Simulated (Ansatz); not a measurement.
# Decaying states in the gap of LiBi2AsBr2O4, part 3 of 3

Aim: relax a made-up compound, LiBi2AsBr2O4, and see how good a tunnel barrier it would be. It is built by putting As for part of the Bi in the LiBi3Br2O4 structure of space group Amm2, with the volume rescaled by atomic radii. The parent structure comes from the Materials Project.

Ansatz 0.2.0; PBEsol DFT, plane waves, PAW files (the session's first sound run).

So far, gap on path (eV): step 3 (the bulk crystal and its band edges) 1.59.

The structure was built from a prototype and need not be the compound's stable phase.

### 6. Complex bands, plane (100), k-mesh 6×6×4

Level of this step: PBEsol DFT, plane waves, PAW files; complex bands by layer matching along the plane's normal (Ansatz).

The same for the (100) plane, at (0, 0) and (-0.5, 0), to see how the decay depends on direction.

input.yaml

```yaml
crystal:
  lattice:
    - [6.679231638, 0.0, 0.0]
    - [2.095607006, 4.858242533, 0.0]
    - [0.0, 0.0, 5.320393171]
  atoms:
    - { symbol: Li, position: [0.3947425574, 0.3026287213, 0.5] }
    - { symbol: Bi, position: [0.2898719574, 0.8550640213, 0.0] }
    - { symbol: As, position: [0.6294091774, 0.1852954113, 0.0] }
    - { symbol: Bi, position: [0.6961787878, 0.6519106061, 0.5] }
    - { symbol: Br, position: [0.9964997302, 0.5017501349, 0.0] }
    - { symbol: Br, position: [3.64808e-05, 0.9999817596, 0.5] }
    - { symbol: O, position: [0.4983158273, 0.011372502, 0.7611483242] }
    - { symbol: O, position: [0.4983158273, 0.4903116707, 0.2388516758] }
    - { symbol: O, position: [0.4983158273, 0.4903116707, 0.7611483242] }
    - { symbol: O, position: [0.4983158273, 0.011372502, 0.2388516758] }
kpoints:
  mp_grid: { grid: [6, 6, 4] }
scf:
  occupations: { method: fixed }
hamiltonian:
  xc: pbesol
output:
  eigenvalues: true
  transmission:
    leads: [[0, 0]]
    kpoints: [[0.0, 0.0], [-0.5, 0.0]]
    e_range: [-1.0, 2.59]
    de: 0.06
```

Command:

```console
ansatz run input.yaml --threads 2 --pin off --max-ram 4096MiB --backend cpu --events-out ev --progress --plain --runs-dir out
```

Numbers of over 12 decimals in the logs are rounded to 6 here.

Log:

```text
[...]
Crystal: 10 atoms, lattice volume = 172.643 Å³
Basis set: ecut = 420 eV, 3337 PW (Γ)
Bands: 53, of which v1, the nominal top of the filled ones, is band 43 counted from 1 (42 counted from 0)
Symmetry: 4 space group operations
[...]
k-points: 39 of 144 (time reversal used)
[...]
SCF iter   1: F=—  HF=-37219.186012 eV  |F-HF|=—  |Δ(HF+E_count)|=         —  Δρ=1.12e-2  dr2=1.93e-1  ethr=1.77e-3  ⟨swp⟩=5.2  Hψ=7301  notcnv=0  defer=301
[...]
SCF iter   8: F=-37219.138115 eV  HF=-37219.138115 eV  |F-HF|=1.69e-9  |Δ(HF+E_count)|=   1.28e-7  Δρ=3.31e-6  dr2=2.09e-8  ethr=1.16e-10  ⟨swp⟩=10.4  Hψ=8523  notcnv=0
SCF 1 converged in 8 iterations: F = -37219.138115 eV  dr2 = 2.09e-8
[...]
transmission: 10 of 20 steps passed
transmission: 20 of 20 steps passed
SCF converged after 8 iterations
Free energy (F): -37219.138115 eV
[...]
Internal energy: -37219.138115 eV  (E = F + TS)
E sigma→0 (E₀):  -37219.138115 eV
Fermi energy:    7.384939 eV
[...]
--- Band table (eV; the first three rows and the last of 39) ---
  k-point 0: bands = [... 39 lower, 6.1727, 6.1936, 6.6746, 6.8738, 9.3030, 10.1339, 11.2011, 11.6530, ... 6 higher]
  k-point 1: bands = [... 39 lower, 6.0957, 6.3382, 6.6152, 6.9085, 10.0956, 10.7138, 10.7524, 11.3857, ... 6 higher]
  k-point 2: bands = [... 39 lower, 6.3558, 6.6615, 6.6740, 7.0080, 9.9686, 10.4325, 11.7732, 11.7876, ... 6 higher]
  k-point 38: bands = [... 39 lower, 6.2598, 6.2969, 6.3288, 7.1952, 10.8296, 10.9392, 11.9894, 12.1465, ... 6 higher]
--- Transmission ---
  basis      : 281 plane waves across, 10 finite elements along
  points     : 2, as listed
[...]
crystal 0  : O4Bi2As1Br2Li1, at the sites [0, 0], period 5.3204 Å: whole cells are its period
[...]
channels       : 0.000000e0 a spin
[...]
slowest decay  : 0.2425 /Å at (0.0000, 0.0000)
```

Elapsed: 1.9 min, on 2 threads of Arm Neoverse V2, shared host; peak memory 1.1 GiB; 3.3 min of CPU time.

This step gave:

```yaml
decay_constant_at_the_filling_level_zone_centre: 0.2425 Å⁻¹
decay_constant_at_the_filling_level_slowest_listed_point: 0.2425 Å⁻¹
```

K parallel (0, 0); values up to 1.5 1/Å, a degenerate pair printed once or twice; energies at which all values exceed this have no row. The Im kz of the slowest decaying states by energy, zero at the highest filled level on the SCF mesh:

```
energy (eV)  decay 1 (Å⁻¹)  decay 2 (Å⁻¹)  decay 3 (Å⁻¹)  decay 4 (Å⁻¹)
    -1.0000          0.139          0.232          0.336          0.458
    -0.7600         0.0952          0.270          0.331          0.541
    -0.5200          0.107          0.128          0.254          0.410
    -0.2200          0.176          0.204          0.228          0.259
     0.0200          0.249          0.252          0.262          0.286
     0.2600          0.261          0.270          0.277          0.401
     0.5000          0.256          0.279          0.295          0.515
     0.7400          0.246          0.279          0.293          0.306
     0.9800          0.230          0.269          0.308          0.311
     1.2200          0.208          0.261          0.311          0.314
     1.5200          0.166          0.246          0.302          0.313
     1.7600          0.109          0.228          0.287          0.306
     2.0000          0.202          0.264          0.294          0.535
     2.2400          0.163          0.229          0.274          0.515
     2.4800         0.0945          0.174          0.246          0.490
```

K parallel (-0.5, 0); values up to 1.5 1/Å, a degenerate pair printed once or twice; energies at which all values exceed this have no row. The Im kz of the slowest decaying states by energy, zero at the highest filled level on the SCF mesh:

```
energy (eV)  decay 1 (Å⁻¹)  decay 2 (Å⁻¹)  decay 3 (Å⁻¹)  decay 4 (Å⁻¹)
      -1.00         0.0786          0.115          0.130          0.135
      -0.82          0.176          0.217          0.238          0.314
      -0.64          0.208          0.268          0.299          0.391
      -0.46          0.105          0.230          0.324          0.344
      -0.28          0.203          0.244          0.355          0.380
      -0.10          0.161          0.251          0.253          0.359
       0.02          0.235          0.257          0.274          0.365
       0.08          0.258          0.258          0.283          0.369
       0.26          0.259          0.300          0.308          0.383
       0.44          0.258          0.323          0.327          0.397
       0.62          0.253          0.339          0.342          0.407
       0.80          0.245          0.351          0.355          0.414
       0.92          0.238          0.358          0.362          0.418
       1.10          0.223          0.366          0.371          0.420
       1.28          0.203          0.373          0.378          0.421
       1.46          0.134          0.210          0.379          0.384
       1.64          0.216          0.383          0.387          0.417
       1.82          0.209          0.387          0.389          0.412
       2.00          0.195          0.389          0.390          0.405
       2.18          0.174          0.388          0.391          0.397
       2.36          0.141          0.385          0.386          0.392
       2.54         0.0862          0.374          0.379          0.392
```

K parallel (-0.5, 0). The Re kz of states that move upwards by energy, zero at the highest filled level on the SCF mesh:

```
energy (eV)  channel 1 (Å⁻¹)  channel 2 (Å⁻¹)
      -1.00           -0.510                -
      -0.88           -0.398           0.0691
      -0.82           -0.345            0.109
      -0.70           -0.243            0.173
      -0.64           -0.191            0.204
      -0.52          -0.0455            0.266
      -0.40            0.335                -
      -0.34            0.376                -
      -0.22            0.496                -
      -0.16                -                -
      -0.04                -                -
       0.02                -                -
       0.08                -                -
       0.14                -                -
       0.26                -                -
       0.32                -                -
       0.44                -                -
       0.56                -                -
       0.62                -                -
       0.74                -                -
       0.80                -                -
       0.92                -                -
       0.98                -                -
       1.10                -                -
       1.22                -                -
       1.28                -                -
       1.40                -                -
       1.46                -                -
       1.58                -                -
       1.70            0.103                -
       1.76            0.131                -
       1.88            0.174                -
       1.94            0.193                -
       2.06            0.226                -
       2.18            0.255                -
       2.24            0.270                -
       2.36            0.297                -
       2.42            0.310                -
       2.54            0.337                -
```

At the listed wavevectors the last open channel is at -0.22 eV and the next at +1.64 eV on the grid. At +0.80 eV, the grid energy nearest the filling level (the middle of the gap on the SCF mesh), the slowest state at the listed wavevectors decays with κ = 0.242 Å⁻¹, its amplitude falling by e over 4.1 Å; the first such run, plane (001), gave 0.297 Å⁻¹.

### 7. Band edges at another level

This step: PBEsol DFT, plane waves, JTH PAW files (Ansatz 0.2.0).

The edges again with JTH files, at the same atoms.

input.yaml

```yaml
crystal:
  lattice:
    - [5.320393171, 0.0, 0.0]
    - [0.0, 2.6454720386, 6.1329938008]
    - [0.0, -2.6454720386, 6.1329938008]
  atoms:
    - { symbol: Li, position: [0.5, 0.6973712787, 0.6973712787] }
    - { symbol: Bi, position: [0.0, 0.1449359787, 0.1449359787] }
    - { symbol: As, position: [0.0, 0.8147045887, 0.8147045887] }
    - { symbol: Bi, position: [0.5, 0.3480893939, 0.3480893939] }
    - { symbol: Br, position: [0.0, 0.4982498651, 0.4982498651] }
    - { symbol: Br, position: [0.5, 1.0000182404, 1.0000182404] }
    - { symbol: O, position: [0.2388516758, 0.5096883293, -0.011372502] }
    - { symbol: O, position: [0.7611483242, -0.011372502, 0.5096883293] }
    - { symbol: O, position: [0.2388516758, -0.011372502, 0.5096883293] }
    - { symbol: O, position: [0.7611483242, 0.5096883293, -0.011372502] }
kpoints:
  mp_grid: { grid: [4, 6, 6] }
  band_path: { path: [VBM, CBM], npoints: 30 }
scf:
  occupations: { method: fixed }
hamiltonian:
  xc: pbesol
  pseudopotentials: { kind: paw, source: jth }
output:
  eigenvalues: true
```

Log:

```text
Error: inconsistent input (hamiltonian.pseudopotentials.source, hamiltonian.xc, hamiltonian.pseudopotentials.xc_functional): this build's library has no table of `source: jth` for `kind: paw` and the PBEsol files: it has one for `kind: paw` and the PBE files, or for `kind: paw` and the LDA files. Leave `source` out
```

Elapsed: 0.03 s, on 2 threads; peak memory 0.036 GiB.

The program refused the input before any cycle.

The program's message: “Error: inconsistent input (hamiltonian.pseudopotentials.source, hamiltonian.xc, hamiltonian.pseudopotentials.xc_functional): this build's library has no table of `source: jth` for `kind: paw` and the …”

### 8. A repeat with changed settings: scf.mixing.algorithm = "msr1" and scf.mixing.beta = 0.7

This step: PBEsol DFT, plane waves, PAW files; complex bands by layer matching along the plane's normal; changed: scf.mixing.algorithm = "msr1", scf.mixing.beta = 0.7 (Ansatz 0.2.0).

This run repeats an earlier one, its twin (the complex run, plane (001)), with two settings changed (scf.mixing.algorithm, scf.mixing.beta; files written aside). It is meant to test whether the numerical route changes the result or only the time. Where the input is shown as a difference, that is against the step before, not the twin.

input.yaml

```yaml
crystal:
  lattice:
    - [5.290944077, 0.0, 0.0]
    - [0.0, 5.320393171, 0.0]
    - [2.645472039, 0.0, 6.132993801]
  atoms:
    - { symbol: Li, position: [0.6973712787, 0.5, 0.6052574426] }
    - { symbol: Bi, position: [0.1449359787, 0.0, 0.7101280426] }
    - { symbol: As, position: [0.8147045887, 0.0, 0.3705908226] }
    - { symbol: Bi, position: [0.3480893939, 0.5, 0.3038212122] }
    - { symbol: Br, position: [0.4982498651, 0.0, 0.0035002698] }
    - { symbol: Br, position: [1.82404e-05, 0.5, 0.9999635192] }
    - { symbol: O, position: [0.5096883293, 0.2388516758, 0.5016841727] }
    - { symbol: O, position: [0.988627498, 0.7611483242, 0.5016841727] }
    - { symbol: O, position: [0.988627498, 0.2388516758, 0.5016841727] }
    - { symbol: O, position: [0.5096883293, 0.7611483242, 0.5016841727] }
kpoints:
  mp_grid: { grid: [6, 4, 6] }
scf:
  occupations: { method: fixed }
  mixing: { algorithm: msr1, beta: 0.7 }
hamiltonian:
  xc: pbesol
output:
  eigenvalues: true
  transmission:
    leads: [[0, 0]]
    kpoints: [[0.0, 0.0], [-0.3802, -0.5]]
    e_range: [-1.0, 2.59]
    de: 0.06
```

Log:

```text
[...]
Crystal: 10 atoms, lattice volume = 172.643 Å³
Basis set: ecut = 420 eV, 3337 PW (Γ)
Bands: 53, of which v1, the nominal top of the filled ones, is band 43 counted from 1 (42 counted from 0)
Symmetry: 4 space group operations
[...]
k-points: 39 of 144 (time reversal used)
[...]
SCF iter   1: F=—  HF=-37219.186156 eV  |F-HF|=—  |Δ(HF+E_count)|=         —  Δρ=1.12e-2  dr2=1.93e-1  ethr=1.77e-3  ⟨swp⟩=5.2  Hψ=7327  notcnv=0  defer=301
[...]
SCF iter   8: F=-37219.138115 eV  HF=-37219.138115 eV  |F-HF|=7.79e-10  |Δ(HF+E_count)|=   1.67e-7  Δρ=3.30e-6  dr2=2.03e-8  ethr=1.16e-10  ⟨swp⟩=10.4  Hψ=7728  notcnv=0
SCF 1 converged in 8 iterations: F = -37219.138115 eV  dr2 = 2.03e-8
[...]
transmission: 12 of 24 steps passed
transmission: 24 of 24 steps passed
SCF converged after 8 iterations
Free energy (F): -37219.138115 eV
[...]
Internal energy: -37219.138115 eV  (E = F + TS)
E sigma→0 (E₀):  -37219.138115 eV
Fermi energy:    7.384938 eV
[...]
--- Band table (eV; the first three rows and the last of 39) ---
  k-point 0: bands = [... 39 lower, 6.1727, 6.1936, 6.6746, 6.8738, 9.3030, 10.1339, 11.2012, 11.6530, ... 6 higher]
  k-point 1: bands = [... 39 lower, 6.2069, 6.2185, 6.5647, 6.8740, 9.2433, 10.4072, 11.0200, 11.2420, ... 6 higher]
  k-point 2: bands = [... 39 lower, 6.2671, 6.2792, 6.4471, 6.8747, 9.0880, 10.3123, 11.0355, 11.3081, ... 6 higher]
  k-point 38: bands = [... 39 lower, 6.6043, 6.6283, 6.6732, 7.2916, 11.0520, 11.2583, 12.1942, 12.2511, ... 6 higher]
--- Transmission ---
  basis      : 241 plane waves across, 12 finite elements along
  points     : 2, as listed
[...]
channels       : 0.000000e0 a spin
[...]
slowest decay  : 0.2969 /Å at (0.0000, 0.0000)
```

Elapsed: 82 s, on 2 threads; peak memory 0.98 GiB.

This step gave:

| Item | Value |
| --- | --- |
| level to which the leads are filled | 0.8027 eV from the Fermi level |
| decay constant at the filling level, zone centre | 0.2969 Å⁻¹ |
| decay constant at the filling level, slowest listed point | 0.2969 Å⁻¹ |

K parallel (0, 0); values up to 1.5 1/Å, a degenerate pair printed once or twice; energies at which all values exceed this have no row. Im kz of the slowest decaying states against energy, zero at the highest filled level on the SCF mesh:

```
energy (eV)  decay 1 (Å⁻¹)  decay 2 (Å⁻¹)  decay 3 (Å⁻¹)  decay 4 (Å⁻¹)
      -1.00          0.128          0.206          0.274          0.349
      -0.82          0.184          0.343          0.346          0.355
      -0.64          0.120          0.242          0.360          0.379
      -0.46          0.206          0.271          0.353          0.364
      -0.28          0.253          0.289          0.352          0.366
      -0.10          0.284          0.301          0.352          0.367
       0.02          0.301          0.307          0.351          0.367
       0.08          0.308          0.309          0.351          0.367
       0.26          0.312          0.325          0.348          0.364
       0.44          0.311          0.339          0.345          0.361
       0.62          0.306          0.339          0.348          0.356
       0.80          0.297          0.332          0.349          0.355
       0.92          0.287          0.326          0.343          0.358
       1.10          0.267          0.316          0.334          0.359
       1.28          0.233          0.304          0.322          0.358
       1.46          0.172          0.289          0.308          0.353
       1.64          0.272          0.292          0.344          0.471
       1.82          0.251          0.273          0.326          0.460
       2.00          0.226          0.244          0.250          0.450
       2.18          0.195          0.223          0.298          0.441
       2.36          0.154          0.188          0.323          0.433
       2.54         0.0913          0.141          0.337          0.426
```

K parallel (-0.3802, -0.5); values up to 1.5 1/Å, a degenerate pair printed once or twice; energies at which all values exceed this have no row. Im kz of the slowest decaying states against energy, zero at the highest filled level on the SCF mesh:

```
energy (eV)  decay 1 (Å⁻¹)  decay 2 (Å⁻¹)  decay 3 (Å⁻¹)  decay 4 (Å⁻¹)
    -1.0000         0.0681          0.179          0.313          0.501
    -0.7600          0.120          0.138          0.235          0.312
    -0.5200          0.150          0.284          0.404          0.457
    -0.2200          0.376          0.513          0.563          0.641
     0.0200         0.0584          0.420          0.580          0.609
     0.2600          0.316          0.453          0.514          0.591
     0.5000          0.449          0.479          0.503          0.554
     0.7400          0.500          0.504          0.535          0.692
     0.9800          0.507          0.516          0.561          0.718
     1.2200          0.509          0.526          0.583          0.722
     1.5200          0.511          0.529          0.608          0.665
     1.7600          0.510          0.520          0.628          0.639
     2.0000          0.500          0.507          0.629          0.647
     2.2400          0.469          0.502          0.629          0.668
     2.4800          0.431          0.494          0.640          0.692
```

The energy agrees with the twin's within 2e-6 eV and the result to the printed digits, after as many cycles: the change makes no difference here.

### 9. Outcome

```json
{
  "band gap": "1.59 eV",
  "least decay constant at mid-gap, normal to (001)": "0.297 Å⁻¹",
  "least decay constant at mid-gap, normal to (100)": "0.242 Å⁻¹",
  "least decay constant on a mesh, normal to (001)": "0.297 Å⁻¹"
}
```

**Reading.** With PBEsol, the slowest decay at the wavevectors tried is κ = 0.242 Å⁻¹, normal to (100). Through such a film the transmission near mid-gap falls as exp(−2κd), a factor of ten every 4.7 Å. The decay depends on direction: 1.2 times faster normal to (001). A free electron under a barrier of half the gap would need a mass of 0.28 mₑ to decay at this rate. The compound is made up by substitution; its stability against other phases and against distortions of the cell's symmetry was not tested. A semilocal functional narrows gaps, while spin-orbit coupling, left out here, narrows them in compounds of heavy elements, so the error in κ can go either way.

[Logs are printed without paths, hosts, clocks, repeated set-up lines and the standing remarks that a program may print on its own settings, such as how far it seeks lower states.]

[Hosts, paths, dates, database ids (printed as entryN), source tags and the programs' standing remarks are cut or masked in the printed files.]
